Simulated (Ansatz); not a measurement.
# FeCu2SiSe4: which shell does photoemission see at 21.2 and 60 eV? (LDA)

The valence band of FeCu2SiSe4 mixes several shells. Work out by hand which one leads the spectrum's area at each photon energy.

Filled states come from the projected DOS of Ansatz 0.2.0 (LDA, plane waves); cross sections σ and asymmetry parameters β are those of free atoms in a Dirac–Hartree–Slater calculation. A shell's area is states × σ × angular factor, which is 1 − β·P₂(cos θ)/2 for unpolarised light, with θ = 54.7° from the beam and P₂ = 0.001.

**At 21.2 eV** (states counted from 11.2 eV below the zero; other shells add 0.47 to the products' sum of 59.5):

```
shell  filled states a cell  cross section (Mb an electron)      β  angular factor  product  share by hand (%)  share in the simulated spectrum (%)
Se 4p                 18.39                            2.04   1.83            1.00     37.5                 63                                   63
Cu 3d                 19.53                           0.796  -0.20            1.00     15.5                 26                                   26
Fe 3d                  6.65                           0.892  -0.18            1.00     5.93                 10                                   10
```

**At 60 eV** (states counted from 16.3 eV below the zero; other shells add 1.2 to the products' sum of 30.4):

| shell | filled states a cell | cross section (Mb an electron) | β | angular factor | product | share by hand (%) | share in the simulated spectrum (%) |
| --- | --- | --- | --- | --- | --- | --- | --- |
| Se 4p | 18.46 | 0.0445 | 0.06 | 1.00 | 0.821 | 3 | 3 |
| Cu 3d | 19.61 | 1.01 | 0.34 | 1.00 | 19.7 | 65 | 65 |
| Fe 3d | 6.70 | 1.3 | 0.48 | 1.00 | 8.7 | 29 | 29 |

Se 4p leads at 21.2 eV and Cu 3d at 60 eV. Between the two energies σ of Se 4p changes by a factor 0.022 and that of Cu 3d by 1.3, so their ratio moves 58-fold in favour of the second. The simulated spectrum uses the same rule on the energy-resolved DOS, so the two share columns agree within a few points.

Only crystals where the two columns agree within 4 points and the lead is clear are worked in this form. Free-atom cross sections ignore the solid's final states, no escape depth or background enters, and the count of states a shell hangs on the projection.

[Logs are printed without paths, hosts, clocks, repeated set-up lines and the standing remarks that a program may print on its own settings, such as how far it seeks lower states.]
